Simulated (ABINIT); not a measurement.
**Quasiparticle gap of CdS (Greenockite) in ABINIT**

How does a plane-wave GW calculation on CdS (Greenockite) run from the first input to the gap?

Main program and level: ABINIT 10.8.3; PBE and many-body steps on it, plane waves.

Most raw output is cut from this account.

The database entry behind the starting cell differs from later determinations by our own check (about 0.35 % long), so it need not match the best structure at ambient conditions.

## (1) Starting point

The structure is hexagonal, space group P6_3mc (No. 186). The conventional cell has a = 4.150 Å, b = 4.150 Å, c = 6.737 Å, α = 90.00°, β = 90.00°, γ = 120.00°. Nearest to Cd lie 4 S at 2.53 to 2.54 Å. Nearest to S lie 4 Cd at 2.53 to 2.54 Å. Farther neighbours and most contacts between anions are not listed.

The cell and positions come from the Crystallography Open Database and are kept as given unless a step says otherwise.

## (2) Ground state

This step: ABINIT 10.8.3; DFT, PBE with spin-orbit coupling, plane waves, norm-conserving pseudopotentials.

The ground-state density comes first.

run.abi reads:

```
acell 3*1.0 Angstrom
rprim 
  4.149999999997 0.000000000001 0.000000000000
  -2.074999999999 3.594005425702 0.000000000000
  0.000000000000 0.000000000000 6.737000000000
ntypat 2
znucl 48 16
natom 4
typat 1 1 2 2
xred 
  0.333333333333 0.666666666667 0.000000000000
  0.666666666667 0.333333333333 0.500000000000
  0.333333333333 0.666666666667 0.375000000000
  0.666666666667 0.333333333333 0.875000000000
pp_dirpath "pseudos"
pseudos "Cd.upf, S.upf"
ecut 47
nspinor 2
ngkpt 3 3 4
nshiftk 1
shiftk 0 0 0
kptopt 1
chksymbreak 0
nband 64
occopt 1
tolvrs 1e-08
nstep 60
prtwf 0
optforces 0
optstress 0
indata_prefix "in"
outdata_prefix "out"
tmpdata_prefix "tmp"
```

Started as:

```
OMP_NUM_THREADS=1 mpirun -n 8 abinit run.abi > log
```

Elapsed: 3 min, on 8 MPI ranks of Arm Neoverse V2, shared host; peak memory 1.1 GiB.

This step gave:

```yaml
total_energy: -10143.7553 eV
gap: 1.159 eV
k_of_the_valence_top: 0, 0, 0
k_of_the_conduction_bottom: 0, 0, 0
least_direct_gap: 1.159 eV
```

The gap is direct, at Γ.

## (3) Bands along the symmetry lines

Levels along a band path, at the cheap level, show where the edges lie and whether the meshes to come will hold them.

run.abi reads:

```
acell 3*1.0 Angstrom
rprim 
  4.149999999997 0.000000000001 0.000000000000
  -2.074999999999 3.594005425702 0.000000000000
  0.000000000000 0.000000000000 6.737000000000
ntypat 2
znucl 48 16
natom 4
typat 1 1 2 2
xred 
  0.333333333333 0.666666666667 0.000000000000
  0.666666666667 0.333333333333 0.500000000000
  0.333333333333 0.666666666667 0.375000000000
  0.666666666667 0.333333333333 0.875000000000
pp_dirpath "pseudos"
pseudos "Cd.upf, S.upf"
ecut 47
nspinor 2
iscf -2
irdden 1
kptopt 0
nkpt 39
kpt 
  0.00000000 0.00000000 0.00000000
  0.12500000 0.00000000 0.00000000
  0.25000000 0.00000000 0.00000000
  0.37500000 0.00000000 0.00000000
  0.50000000 0.00000000 0.00000000
  0.45833333 0.08333333 0.00000000
  0.41666666 0.16666666 0.00000000
  0.37500000 0.25000000 0.00000000
  0.33333333 0.33333333 0.00000000
  0.25000000 0.25000000 0.00000000
  0.16666666 0.16666666 0.00000000
  0.08333333 0.08333333 0.00000000
  0.00000000 0.00000000 0.00000000
  0.00000000 0.00000000 0.12500000
  0.00000000 0.00000000 0.25000000
  0.00000000 0.00000000 0.37500000
  0.00000000 0.00000000 0.50000000
  0.12500000 0.00000000 0.50000000
  0.25000000 0.00000000 0.50000000
  0.37500000 0.00000000 0.50000000
  0.50000000 0.00000000 0.50000000
  0.45833333 0.08333333 0.50000000
  0.41666666 0.16666666 0.50000000
  0.37500000 0.25000000 0.50000000
  0.33333333 0.33333333 0.50000000
  0.25000000 0.25000000 0.50000000
  0.16666666 0.16666666 0.50000000
  0.08333333 0.08333333 0.50000000
  0.00000000 0.00000000 0.50000000
  0.50000000 0.00000000 0.50000000
  0.50000000 0.00000000 0.37500000
  0.50000000 0.00000000 0.25000000
  0.50000000 0.00000000 0.12500000
  0.50000000 -0.00000000 0.00000000
  0.33333333 0.33333333 0.50000000
  0.33333333 0.33333333 0.37500000
  0.33333333 0.33333333 0.25000000
  0.33333333 0.33333333 0.12500000
  0.33333333 0.33333333 0.00000000
istwfk *1
nband 68
nbdbuf 6
tolwfr 1e-08
nstep 40
prtwf 0
prtvol 0
indata_prefix "in"
outdata_prefix "out"
tmpdata_prefix "tmp"
```

Run time: 3.9 min. Hardware: 8 MPI ranks; peak memory 1.6 GiB.

Numbers from this step:

* gap: 1.159 eV
* k of the valence top: 0, 0, 0
* k of the conduction bottom: 0, 0, 0
* least direct gap: 1.159 eV

The gap is 1.159 eV, as in the run before at this level.

Electronic bands along the path, in eV, zero at the top of the highest filled band:

| point | band 49 | band 50 | band 51 | band 52 | band 53 | band 54 | band 55 | band 56 |
| --- | --- | --- | --- | --- | --- | --- | --- | --- |
| Γ | -0.02 | -0.02 | 0.00 | 0.00 | 1.16 | 1.16 | 2.75 | 2.75 |
| halfway | -0.54 | -0.50 | -0.39 | -0.37 | 2.93 | 2.94 | 3.96 | 3.96 |
| M | -1.31 | -1.31 | -0.74 | -0.74 | 3.67 | 3.67 | 3.85 | 3.85 |
| halfway | -1.45 | -1.45 | -1.20 | -1.20 | 4.28 | 4.28 | 4.65 | 4.65 |
| K | -1.85 | -1.82 | -1.61 | -1.61 | 4.61 | 4.61 | 5.01 | 5.04 |
| halfway | -0.68 | -0.67 | -0.66 | -0.60 | 3.35 | 3.36 | 4.47 | 4.48 |
| Γ | -0.02 | -0.02 | 0.00 | 0.00 | 1.16 | 1.16 | 2.75 | 2.75 |
| halfway | -0.15 | -0.15 | -0.12 | -0.12 | 2.05 | 2.05 | 2.82 | 2.82 |
| A | -0.39 | -0.39 | -0.39 | -0.39 | 2.80 | 2.80 | 2.80 | 2.80 |
| halfway | -0.91 | -0.91 | -0.89 | -0.89 | 3.77 | 3.77 | 3.78 | 3.78 |
| L | -1.32 | -1.32 | -1.32 | -1.32 | 3.44 | 3.44 | 3.44 | 3.44 |
| halfway | -1.19 | -1.19 | -1.17 | -1.17 | 3.95 | 3.95 | 3.99 | 3.99 |
| H | -1.13 | -1.13 | -1.12 | -1.12 | 4.32 | 4.32 | 4.37 | 4.37 |
| halfway | -1.21 | -1.21 | -1.16 | -1.16 | 4.07 | 4.07 | 4.12 | 4.12 |
| A | -0.39 | -0.39 | -0.39 | -0.39 | 2.80 | 2.80 | 2.80 | 2.80 |
| jump to L | -1.32 | -1.32 | -1.32 | -1.32 | 3.44 | 3.44 | 3.44 | 3.44 |
| halfway | -1.12 | -1.12 | -0.93 | -0.93 | 3.28 | 3.28 | 3.87 | 3.87 |
| M | -1.31 | -1.31 | -0.74 | -0.74 | 3.67 | 3.67 | 3.85 | 3.85 |
| jump to H | -1.13 | -1.13 | -1.12 | -1.12 | 4.32 | 4.32 | 4.37 | 4.37 |
| halfway | -1.52 | -1.48 | -1.48 | -1.46 | 4.70 | 4.72 | 4.75 | 4.75 |
| K | -1.85 | -1.82 | -1.61 | -1.61 | 4.61 | 4.61 | 5.01 | 5.04 |

## (4) Empty states on the mesh, 3×3×2 mesh, 144 bands

The sums over transitions need many empty states on a uniform mesh; this step solves for them.

run.abi reads:

```
acell 3*1.0 Angstrom
rprim 
  4.149999999997 0.000000000001 0.000000000000
  -2.074999999999 3.594005425702 0.000000000000
  0.000000000000 0.000000000000 6.737000000000
ntypat 2
znucl 48 16
natom 4
typat 1 1 2 2
xred 
  0.333333333333 0.666666666667 0.000000000000
  0.666666666667 0.333333333333 0.500000000000
  0.333333333333 0.666666666667 0.375000000000
  0.666666666667 0.333333333333 0.875000000000
pp_dirpath "pseudos"
pseudos "Cd.upf, S.upf"
ecut 47
nspinor 2
ngkpt 3 3 2
nshiftk 1
shiftk 0 0 0
kptopt 1
chksymbreak 0
iscf -2
irdden 1
istwfk *1
nband 144
nbdbuf 12
tolwfr 1e-09
nstep 60
prtvol 0
indata_prefix "in"
outdata_prefix "out"
tmpdata_prefix "tmp"
```

Started as:

```
OMP_NUM_THREADS=1 mpirun -n 6 abinit run.abi > log
```

Wall time 2.3 min (6 MPI ranks); peak memory 0.75 GiB.

Numbers from this step:

| Item | Value |
| --- | --- |
| gap | 1.159 eV |
| k of the valence top | 0, 0, 0 |
| k of the conduction bottom | 0, 0, 0 |
| least direct gap | 1.159 eV |
| k points computed | 6 |
| lowest point of the top converged band, above the valence top | 25.81 eV |

On this mesh the gap is 1.159 eV.

## (5) Screening, 3×3×2 mesh, 132 bands, screening to 81.6 eV

The RPA dielectric matrix is built and inverted for each q.

This step: RPA screening on PBE with spin-orbit coupling, plane waves, norm-conserving pseudopotentials.

Edit run.abi of step 4 so:

```diff
@@ -23,10 +23,11 @@
 chksymbreak 0
-iscf -2
-irdden 1
 istwfk *1
-nband 144
-nbdbuf 12
-tolwfr 1e-09
-nstep 60
-prtvol 0
+occopt 1
+irdwfk 1
+optdriver 3
+nband 132
+ecuteps 3
+inclvkb 0
+awtr 1
+symchi 1
 indata_prefix "in"
```

Started as:

```
OMP_NUM_THREADS=1 mpirun -n 8 abinit run.abi > log
```

It took 41 s on 8 MPI ranks; peak memory 4.8 GiB.

Numbers from this step:

| Quantity | Value |
| --- | --- |
| ε∞ with local fields, on this mesh, along the program's q direction | 14.69 |
| the same without local fields | 15.60 |
| plasma frequency | 26.71 eV |
| plane waves in the screening matrix | 159 |

Local fields lower ε∞ by 6 %. On a Γ-centred mesh this coarse the value itself is usually too large, while a short band sum pulls it down.

## (6) Self-energy, 3×3×2 mesh, 132 bands, screening to 81.6 eV

The self-energy is evaluated for the states that the input lists, and the levels follow from it, in one-shot runs by the linearised quasiparticle equation.

This step: G0W0 on PBE with spin-orbit coupling, plane waves, norm-conserving pseudopotentials.

Edit run.abi of step 5 so:

```diff
@@ -26,8 +26,15 @@
 irdwfk 1
-optdriver 3
+optdriver 4
 nband 132
+gwcalctyp 0
+ecutsigx 47
+symsigma 0
+nkptgw 1
+kptgw 
+  0.0000000000 0.0000000000 0.0000000000
+bdgw 
+  49 56
 ecuteps 3
-inclvkb 0
-awtr 1
-symchi 1
+irdscr 1
+ppmodel 1
 indata_prefix "in"
```

Run time: 16 s. Hardware: 8 MPI ranks; peak memory 3.1 GiB; 2.1 min of CPU time.

This step gave:

```
G0W0 gap on the points computed              : 2.070 eV
starting gap on the mesh                     : 1.159 eV
k of the valence top                         : 0, 0, 0
k of the conduction bottom                   : 0, 0, 0
Z at the valence top                         : 0.786
Z at the conduction bottom                   : 0.817
least direct G0W0 gap on the computed points : 2.070 eV
```

The gap on the mesh goes from 1.16 eV to 2.07 eV, a correction of +0.91 eV.

Limits: finite bands, cutoff and mesh; screening head approximate; coarse k mesh. v1 is the top filled band, c1 the lowest empty one. Levels before and after the correction, in eV, zero at the valence-band top of each column:

|  | conduction bottom | valence top |
| --- | --- | --- |
| Kohn-Sham | 1.16 | 0.00 |
| G0W0 | 2.07 | 0.00 |

|  | level | energy (eV) |
| --- | --- | --- |
| Kohn-Sham | Γ v4-v3 | -0.018 |
| Kohn-Sham | Γ v2-v1 | 0.000 |
| Kohn-Sham | Γ c1-c2 | 1.159 |
| Kohn-Sham | Γ c3-c4 | 2.747 |
| G0W0 | Γ v4-v3 | -0.012 |
| G0W0 | Γ v2-v1 | 0.000 |
| G0W0 | Γ c1-c2 | 2.070 |
| G0W0 | Γ c3-c4 | 3.839 |

## (7) Where the time went

Times are wall times on the hardware named with each run, good to a factor of about two.

| step | time | share | memory (GiB) |
| --- | --- | --- | --- |
| ground state | 3 min | 30 % | 1.1 |
| bands along the symmetry lines | 3.9 min | 38 % | 1.6 |
| empty states on the mesh | 2.3 min | 23 % | 0.75 |
| screening | 41 s | 7 % | 4.8 |
| self-energy | 16 s | 3 % | 3.1 |

## (8) Outcome

```
PBE gap              : 1.16 eV, direct
G0W0 gap on the mesh : 2.07 eV
GW settings          : 3×3×2 mesh, 132 bands, screening to 81.6 eV, Godby-Needs plasmon pole
known limits         : not at the basis limit; screening head approximate; coarse k mesh
```

G0W0 moves the gap on the mesh from 1.16 eV to 2.07 eV (+0.91 eV), with Z of 0.79 and 0.82 at the edges. Local fields lower the RPA ε∞ on this mesh from 15.60 to 14.69; a Γ-centred mesh this coarse tends to raise both, most where the direct gap is narrow, while a short band sum lowers them. Only 1 of the mesh's irreducible points was corrected, so a valley elsewhere could overtake. Bands and cutoff are finite, so the gap is not at the basis limit. The miss can reach some tenths of an eV and take either sign; the mesh is an error of its own. In the G0W0 run levels were corrected at 1 k point alone, so a gap called «on the mesh» is the least over those, and an edge elsewhere would be missed. The 3×3×2 mesh is coarse for this cell, which bears on the long-range parts of exchange and screening. The long-wavelength limit of the screening leaves out the non-local commutator, which shifts ε∞.

[Paths, hosts, dates, memory and timing lines, banners, echoed tables and standing remarks are left out of the program output.]

[Logs are printed without paths, hosts, clocks, repeated set-up lines and the standing remarks that a program may print on its own settings, such as how far it seeks lower states.]

[Runs of the session that timed out or met a known fault of the program may be left out.]

[Hosts, paths, dates, database ids (printed as entryN), source tags and the programs' standing remarks are cut or masked in the printed files.]

[G0W0 gaps are taken among the corrected bands and points alone; a level outside them can change the order at an edge.]

[Where Ansatz stands beside ABINIT at settings called matched, ABINIT's density can come from a denser mesh and the files from another edition; pairs whose starting gaps differed by over 0.03 eV were left out, so agreement reads better than it is.]
